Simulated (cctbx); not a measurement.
## Resonant diffraction in Tm6Al4Pt13

Space group Im-3m (no. 229), a = 9.3810 Å, b = 9.3810 Å, c = 9.3810 Å, α = 90.00°, β = 90.00°, γ = 90.00°.

```csv
atom,mult.,x,y,z,Ueq (Å²)
Pt1,2,0,0,0,0.0039
Pt2,24,0.1739,0.8261,1/2,0.0044
Tm1,12,0,0,0.6978,0.0031
Al1,8,1/4,3/4,1/4,0.0094
```

The model is made up (kin elements in a known structure type, no relaxation), so it says nothing on whether the phase exists.

Calculated with cctbx: free-atom f′ and f″ from the Sasaki tables, no fine structure; amplitudes in electrons.

| E (eV) | F 2 2 2 | F 1 0 3 | F 1 1 2 | F 0 0 2 |
| --- | --- | --- | --- | --- |
| 10964 | 66.6 | 496.5 | 164.4 | 257.1 |
| 11314 | 73.2 | 495.5 | 146.5 | 258.4 |
| 11444 | 81.9 | 492.9 | 134.5 | 258.2 |
| 11504 | 91.7 | 489.9 | 123.5 | 257.5 |
| 11534 | 102.4 | 486.7 | 112.8 | 256.6 |
| 11549 | 113.7 | 483.3 | 102.3 | 255.7 |
| 11556 | 124.0 | 480.3 | 93.1 | 254.8 |
| 11560 | 135.4 | 477.0 | 83.4 | 253.8 |
| 11568 | 126.0 | 478.7 | 78.0 | 254.6 |
| 11572 | 111.1 | 482.6 | 89.6 | 255.7 |
| 11579 | 98.1 | 486.0 | 99.7 | 256.8 |
| 11594 | 84.1 | 489.7 | 110.7 | 257.9 |
| 11624 | 70.4 | 493.5 | 121.5 | 259.2 |
| 11714 | 53.1 | 498.7 | 135.3 | 261.0 |
| 11964 | 37.0 | 504.8 | 148.5 | 263.5 |

**Question.** Which edge is crossed, and why do the reflections move as they do?

The L3 edge of Pt. The edge is at 11564 eV. f′ of Pt falls from -12.1 e at 11444 eV to -18.7 e at 4 eV below it, and f″ steps from 3.87 to 10.19 e across it. Over that approach |F| changes by +65 % (2 2 2), -3 % (1 0 3), -38 % (1 1 2) and -2 % (0 0 2): a reflection falls where Pt scatters in phase with the total and rises where it scatters against it; it hardly moves where the Pt term is small or cancels by symmetry. Above the edge the larger f″ enters the imaginary part, where it can add to or cancel the other atoms' f″. The structure is centrosymmetric, so Friedel mates stay equal.

[Logs are printed without paths, hosts, clocks, repeated set-up lines and the standing remarks that a program may print on its own settings, such as how far it seeks lower states.]
